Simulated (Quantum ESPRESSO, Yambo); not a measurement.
An input for Yambo 5.3.0 (Diamond (Fd-3m, 2 atoms a cell)):

```
HF_and_locXC
gw0
dyson
ppa
em1d
rim_cut
RandQpts= 1000000
RandGvec= 1 RL
EXXRLvcs= 74 Ry
VXCRLvcs= 296 Ry
Chimod= "HARTREE"
% BndsRnXp
 1 | 22 |
%
NGsBlkXp= 8 Ry
% LongDrXp
 1 | 1 | 1 |
%
% GbndRnge
 1 | 22 |
%
DysSolver= "n"
ExtendOut
PPAPntXp= 27.21138 eV
% QPkrange
 1 | 1 | 3 | 6 |
 18 | 18 | 3 | 6 |
%
```

```sh
OMP_NUM_THREADS=1 mpirun -n 4 yambo -F gw3.in -J gw3 -C gw3 > gw3.log
```

The stored states that it reads are on a 8×8×8 mesh. It takes space group Fd-3m (No. 227, cubic). Conventional cell: a = 3.567 Å, b = 3.567 Å, c = 3.567 Å, α = 90.00°, β = 90.00°, γ = 90.00°. C has 4 C at 1.54 Å nearest.

Q: How long will it take on 4 MPI ranks of Arm Neoverse V1, shared host, and how much memory?

It took 18 s; on shared hardware allow 9.1 s to 36 s. Peak host memory was 1.2 GiB.

The screening grows as filled bands × empty bands × pairs of k points, times the square of the screening basis for the matrix.

[Paths, hosts, dates, memory and timing lines, banners, echoed tables and standing remarks are left out of the program output.]

[Logs are printed without paths, hosts, clocks, repeated set-up lines and the standing remarks that a program may print on its own settings, such as how far it seeks lower states.]

[Runs of the session that timed out or met a known fault of the program may be left out.]

[Hosts, paths, dates, database ids (printed as entryN), source tags and the programs' standing remarks are cut or masked in the printed files.]
